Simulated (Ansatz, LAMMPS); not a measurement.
# Elastic response of glassy CaAl2Si2O8 (117 atoms), part 4 of 4

Aim: relax glassy CaAl2Si2O8 (117 atoms), then change its volume and shape to read moduli from the stress.

Ansatz 0.2.0; Kohn-Sham DFT, PBE, PAW (set soft_2), plane waves.

The cell: 18 Al, 9 Ca, 72 O and 18 Si. The quench rate of 20 K/ps far exceeds what a furnace or splat quench reaches. The starting topology of bonds comes from the classical model. Sampling is at Γ alone.

So far. Step 10 (Stretched by 1 % along x): The relaxation converged after 5 steps, 0.0777 eV below its start, with a largest force component of 0.046 eV/Å. Step 10 (Stretched by 1 % along x): Stretched by 1 % along x: the energy stands 0.0544 eV above that of the reference, at a pressure of -0.685 GPa.

## 11. Compressed by 1 % along x

The relaxed cell is strained along x alone, which gives the stiffness along x and its coupling to y and z.

Input file input.yaml:

```yaml
crystal:
  lattice:
    - [11.55864, -0.20959, 0.29714]
    - [-0.20749, 11.62315, 0.29121]
    - [0.29417, 0.29121, 11.68075]
  atoms:
    [... the 117 atom lines of step 4 ...]
kpoints:
  mp_grid: { grid: [1, 1, 1] }
hamiltonian:
  xc: pbe
scf:
  occupations: { method: gaussian, width: 0.05 }
output:
  forces: true
  eigenvalues: true
  stress: true
relax:
  f_tol: 0.05
  max_steps: 70
```

On the command line:

```bash
$ ansatz run input.yaml --threads 4 --pin off --max-ram 8192MiB --backend cpu --events-out ev --progress --plain --runs-dir out
```

Numbers of over 12 decimals in the logs are rounded to 6 here.

The program printed:

```text
[...]
Crystal: 117 atoms, lattice volume = 1566.743 Å³
Basis set: ecut = 420 eV, 30633 PW (Γ), exchange–correlation on 160×160×160 points (8 copies of the dense FFT grid, shifted against one another)
Bands: 441, of which v1, the nominal top of the filled ones, is band 324 counted from 1 (323 counted from 0)
Symmetry: 1 space group operations
[...]
k-points: 1
[...]
SCF iter   1: F=—  HF=-78482.078123 eV  |F-HF|=—  |Δ(HF+E_count)|=         —  Δρ=1.93e-3  dr2=6.13e-2  ethr=1.77e-3  ⟨swp⟩=6.0  Hψ=1939  notcnv=0  defer=106
[...]
SCF iter   5: F=—  HF=-78482.095386 eV  |F-HF|=—  |Δ(HF+E_count)|=   7.78e-5  Δρ=7.94e-5  dr2=9.87e-5  ethr=5.81e-8  ⟨swp⟩=2.0  Hψ=661  notcnv=0  defer=110
SCF iter   6: F=-78482.095396 eV  HF=-78482.095405 eV  |F-HF|=9.24e-6  |Δ(HF+E_count)|=   1.94e-5  Δρ=4.13e-5  dr2=2.36e-5  ethr=9.65e-9  ⟨swp⟩=18.0  Hψ=2913  notcnv=0
SCF 1 converged in 6 iterations: F = -78482.095396 eV  dr2 = 2.36e-5
[...]
relax step   1: F+E_penalty+E_count = -78482.09539589 eV  Δ(F+E_penalty+E_count) = +0.000e0 eV  max|allowed force component| = 4.996e-1 eV/Å  Δτ_max = 0.0000 Å  (6 SCF iters, dr2 threshold 6.25e-5 eV, accepted)
[...]
relax step   2: F+E_penalty+E_count = -78482.14523982 eV  Δ(F+E_penalty+E_count) = -4.984e-2 eV  max|allowed force component| = 2.878e-1 eV/Å  Δτ_max = 0.0252 Å  (5 SCF iters, dr2 threshold 1.56e-5 eV, accepted)
[...]
relax step   3: F+E_penalty+E_count = -78482.17530041 eV  Δ(F+E_penalty+E_count) = -3.006e-2 eV  max|allowed force component| = 7.792e-2 eV/Å  Δτ_max = 0.0238 Å  (6 SCF iters, dr2 threshold 5.18e-6 eV, accepted)
relax step   4: F+E_penalty+E_count = -78482.17046972 eV  Δ(F+E_penalty+E_count) = +4.831e-3 eV  max|allowed force component| = 1.525e-1 eV/Å  Δτ_max = 0.0538 Å  (9 SCF iters, rejected (line search))
relax step   5: F+E_penalty+E_count = -78482.18031367 eV  Δ(F+E_penalty+E_count) = -5.013e-3 eV  max|allowed force component| = 6.378e-2 eV/Å  Δτ_max = 0.0261 Å  (9 SCF iters, accepted)
relax step   6: F+E_penalty+E_count = -78482.17563718 eV  Δ(F+E_penalty+E_count) = +4.676e-3 eV  max|allowed force component| = 1.052e-1 eV/Å  Δτ_max = 0.0842 Å  (9 SCF iters, rejected (line search))
relax step   7: F+E_penalty+E_count = -78482.18228569 eV  Δ(F+E_penalty+E_count) = -1.972e-3 eV  max|allowed force component| = 7.434e-2 eV/Å  Δτ_max = 0.0359 Å  (9 SCF iters, accepted)
relax step   8: F+E_penalty+E_count = -78482.18364652 eV  Δ(F+E_penalty+E_count) = -1.361e-3 eV  max|allowed force component| = 1.452e-2 eV/Å  Δτ_max = 0.0119 Å  (5 SCF iters, dr2 threshold 3.70e-6 eV, accepted)
[...]
relax step   9: F+E_penalty+E_count = -78482.18364701 eV  Δ(F+E_penalty+E_count) = -4.900e-7 eV  max|allowed force component| = 1.452e-2 eV/Å  Δτ_max = 0.0000 Å  (4 SCF iters, accepted)
SCF converged after 4 iterations
Free energy (F): -78482.183647 eV
[...]
Internal energy: -78482.183647 eV  (E = F + TS)
E sigma→0 (E₀):  -78482.183647 eV
Fermi energy:    5.858553 eV
[...]
Σ components = -78482.183647   (vs F -78482.183647, Δ=0.00e0)
--- Forces (eV/Å), atoms counted from 1 ---
  atom   1  Al     0.00540238     0.00151613     0.00186004
  atom   2  Al     0.00833498    -0.00482697     0.01179090
  atom   3  Al    -0.00248035    -0.00029154     0.00188286
  atom   4  Al    -0.00193057     0.00119579     0.00334527
[...]
atom 117  Si     0.00482497    -0.00562503     0.00167884
  max |Σ_I F_I| component: 1.33e-4 eV/Å
--- Stress (GPa, compression-positive) ---
        1.132738       0.027971      -0.017136
        0.027976       0.414446      -0.089835
       -0.017134      -0.089832       0.348888
  P = ⅓ Tr σ = 0.6320 GPa (6.320 kbar)
--- Band table (eV) ---
[...]
--- Relaxed structure (9 steps of the walk, 7 accepted, 0 SCFs on fresh bases) ---
  F+E_penalty+E_count = -78482.18364701 eV   max|allowed force component| = 1.452e-2 eV/Å
  atoms:
    - { symbol: Al, position: [0.343329, 0.991638, 0.944695] }
    - { symbol: Al, position: [0.844394, 0.967378, 0.072212] }
    - { symbol: Al, position: [0.615567, 0.852656, 0.413518] }
    - { symbol: Al, position: [0.310771, 0.232371, 0.302630] }
[...]
- { symbol: Si, position: [0.951874, 0.305351, 0.640143] }
```

Run time: 3.7 min. Hardware: 4 threads of Intel Xeon Platinum 8259CL at 2.50GHz (Skylake/Cascade Lake), shared host; peak memory 2.2 GiB; 14 min of CPU time.

The relaxation converged after 9 steps, 0.0883 eV below its start, with a largest force component of 0.015 eV/Å.

Compressed by 1 % along x: the energy stands 0.0554 eV above that of the reference, at a pressure of 0.632 GPa.

## 12. Sheared by 2 % in xy

A shear of the relaxed cell gives the modulus that volume changes can't reach.

input.yaml, the sections that differ from step 11:

```yaml
crystal:
  lattice:
    - [11.67329, -0.09284, 0.29714]
    - [-0.09336, 11.62105, 0.29121]
    - [0.30005, 0.29418, 11.68075]
  atoms:
    [... the 117 atom lines of step 4 ...]
# kpoints, hamiltonian, scf, output, relax: as in step 11
```

The program printed:

```text
[...]
Crystal: 117 atoms, lattice volume = 1582.409 Å³
Basis set: ecut = 420 eV, 30969 PW (Γ), exchange–correlation on 160×160×160 points (8 copies of the dense FFT grid, shifted against one another)
Bands: 441, of which v1, the nominal top of the filled ones, is band 324 counted from 1 (323 counted from 0)
Symmetry: 1 space group operations
[...]
k-points: 1
[...]
SCF iter   1: F=—  HF=-78482.032502 eV  |F-HF|=—  |Δ(HF+E_count)|=         —  Δρ=1.90e-3  dr2=6.05e-2  ethr=1.77e-3  ⟨swp⟩=6.0  Hψ=1937  notcnv=0  defer=107
[...]
SCF iter   5: F=—  HF=-78482.050081 eV  |F-HF|=—  |Δ(HF+E_count)|=   7.99e-5  Δρ=7.92e-5  dr2=9.90e-5  ethr=5.72e-8  ⟨swp⟩=2.0  Hψ=661  notcnv=0  defer=110
SCF iter   6: F=-78482.050091 eV  HF=-78482.050100 eV  |F-HF|=9.27e-6  |Δ(HF+E_count)|=   1.88e-5  Δρ=4.11e-5  dr2=2.37e-5  ethr=9.65e-9  ⟨swp⟩=17.0  Hψ=2946  notcnv=0
SCF 1 converged in 6 iterations: F = -78482.050091 eV  dr2 = 2.37e-5
[...]
relax step   1: F+E_penalty+E_count = -78482.05009103 eV  Δ(F+E_penalty+E_count) = +0.000e0 eV  max|allowed force component| = 4.733e-1 eV/Å  Δτ_max = 0.0000 Å  (6 SCF iters, dr2 threshold 6.25e-5 eV, accepted)
[...]
relax step   2: F+E_penalty+E_count = -78482.12428287 eV  Δ(F+E_penalty+E_count) = -7.419e-2 eV  max|allowed force component| = 3.229e-1 eV/Å  Δτ_max = 0.0265 Å  (5 SCF iters, dr2 threshold 1.40e-5 eV, accepted)
[...]
relax step   3: F+E_penalty+E_count = -78482.16227783 eV  Δ(F+E_penalty+E_count) = -3.799e-2 eV  max|allowed force component| = 7.764e-2 eV/Å  Δτ_max = 0.0229 Å  (6 SCF iters, dr2 threshold 6.52e-6 eV, accepted)
relax step   4: F+E_penalty+E_count = -78482.16123401 eV  Δ(F+E_penalty+E_count) = +1.044e-3 eV  max|allowed force component| = 1.200e-1 eV/Å  Δτ_max = 0.0297 Å  (7 SCF iters, rejected (line search))
[...]
relax step   5: F+E_penalty+E_count = -78482.16794327 eV  Δ(F+E_penalty+E_count) = -5.665e-3 eV  max|allowed force component| = 1.992e-2 eV/Å  Δτ_max = 0.0148 Å  (7 SCF iters, accepted)
SCF converged after 7 iterations
Free energy (F): -78482.167943 eV
[...]
Internal energy: -78482.167943 eV  (E = F + TS)
E sigma→0 (E₀):  -78482.167943 eV
Fermi energy:    5.756196 eV
[...]
Σ components = -78482.167943   (vs F -78482.167943, Δ=0.00e0)
--- Forces (eV/Å), atoms counted from 1 ---
  atom   1  Al    -0.01125780     0.01286369    -0.00488714
  atom   2  Al     0.00622101    -0.00139290    -0.00432968
  atom   3  Al    -0.00619597    -0.00138394     0.00318542
  atom   4  Al     0.00200442     0.00523056    -0.01317327
[...]
atom 117  Si     0.00520089     0.00297243    -0.00183088
  max |Σ_I F_I| component: 2.25e-4 eV/Å
--- Stress (GPa, compression-positive) ---
       -0.073531      -0.804309       0.055283
       -0.804306      -0.095179       0.051241
        0.055285       0.051245       0.039074
  P = ⅓ Tr σ = -0.0432 GPa (-0.432 kbar)
--- Band table (eV) ---
[...]
--- Relaxed structure (5 steps of the walk, 4 accepted, 0 SCFs on fresh bases) ---
  F+E_penalty+E_count = -78482.16794327 eV   max|allowed force component| = 1.992e-2 eV/Å
  atoms:
    - { symbol: Al, position: [0.343066, 0.991184, 0.942754] }
    - { symbol: Al, position: [0.843835, 0.965706, 0.071993] }
    - { symbol: Al, position: [0.619666, 0.852061, 0.414027] }
    - { symbol: Al, position: [0.310183, 0.236844, 0.301473] }
[...]
- { symbol: Si, position: [0.950026, 0.304476, 0.641391] }
```

Run time: 80 s. Hardware: 4 threads; peak memory 2.3 GiB; 5 min of CPU time.

The relaxation converged after 5 steps, 0.118 eV below its start, with a largest force component of 0.020 eV/Å.

Sheared by 2 % in xy: the energy stands 0.0711 eV above that of the reference, at a pressure of -0.0432 GPa.

## 13. Pressure against volume

Atoms are relaxed at each volume, in the scaled cell.

| volume change (%) | volume (Å³/atom) | energy change (meV/atom) | pressure (GPa) | largest move on relaxing (Å) | bonds | gap (eV) |
| --- | --- | --- | --- | --- | --- | --- |
| -10 | 12.174 | 23.72 | 5.82 | 0.78 | 212 | 4.05 |
| -6 | 12.715 | 7.05 | 3.55 | 1.18 | 207 | 4.13 |
| -3 | 13.120 | 2.32 | 1.83 | 0.20 | 204 | 4.04 |
| +0 | 13.526 | 0.00 | 0.00 | - | 200 | 3.91 |
| +3 | 13.932 | 2.23 | -1.79 | 0.12 | 199 | 3.77 |
| +6 | 14.338 | 8.91 | -3.43 | 0.23 | 197 | 3.64 |

## 14. Uniaxial strain and shear

Stress (GPa, compression positive) less that of the relaxed cell, atoms relaxed:

| strain | xx | yy | zz | xy | energy change (meV/atom) |
| --- | --- | --- | --- | --- | --- |
| stretched by 1 % along x | -1.187 | -0.455 | -0.423 | -0.052 | 0.47 |
| compressed by 1 % along x | 1.124 | 0.415 | 0.347 | 0.028 | 0.47 |
| sheared by 2 % in xy | -0.083 | -0.095 | 0.037 | -0.804 | 0.61 |

## 15. What came out

The bulk modulus, from the slope of pressure against ln V over the three points nearest the relaxed volume, is 60.3 GPa; between neighbouring points the slope runs 52, 55, 60, 61 and 57 GPa from the smallest volume up, without a steady fall, so no pressure derivative is given. The count of bonds runs from 197 to 212 over the series, so at some points contacts cross the cutoffs. At -10 % and -6 % some atom moved by over 0.5 Å on relaxing, so those points may sit in another local minimum. The gap goes from 4.05 eV at the smallest volume to 3.64 eV at the largest, -2.8 eV per unit of ln V by a straight line, not monotonically (lowest 3.64, highest 4.13 eV), on the run's k-points. In the Cartesian axes of the cell, finite differences give C11 = 116, C12 = 43.5, C13 = 38.5 and C66 = 40.2 GPa (the shear of 2 % is the engineering strain, εxy = 0.01). The mean of C11, C12 and C13, which equals the bulk modulus in a cubic or isotropic solid, is 65.8 GPa: it agrees with the bulk modulus within 10 %. For an isotropic solid C66 would equal (C11 − C12)/2 = 36.0 GPa; so small a sample needn't be isotropic, and C66 rests on one shear. With the bulk modulus and C66 as K and G, Young's modulus would be about 99 GPa and Poisson's ratio 0.23.

**Limits.** Strains are finite and relaxations stop at the force tolerance of the input, which can leave moduli too stiff; they are those of a static cell at zero temperature. Volumes are changed with the cell's shape held, so in an anisotropic solid the modulus lies over the one under free hydrostatic load. The program notes that the SCF threshold of the relaxations is loose for the stress.

The DFT runs together took 35 min of wall time.

[Logs are printed without paths, hosts, clocks, repeated set-up lines and the standing remarks that a program may print on its own settings, such as how far it seeks lower states.]

[Hosts, paths, dates, database ids (printed as entryN), source tags and the programs' standing remarks are cut or masked in the printed files.]
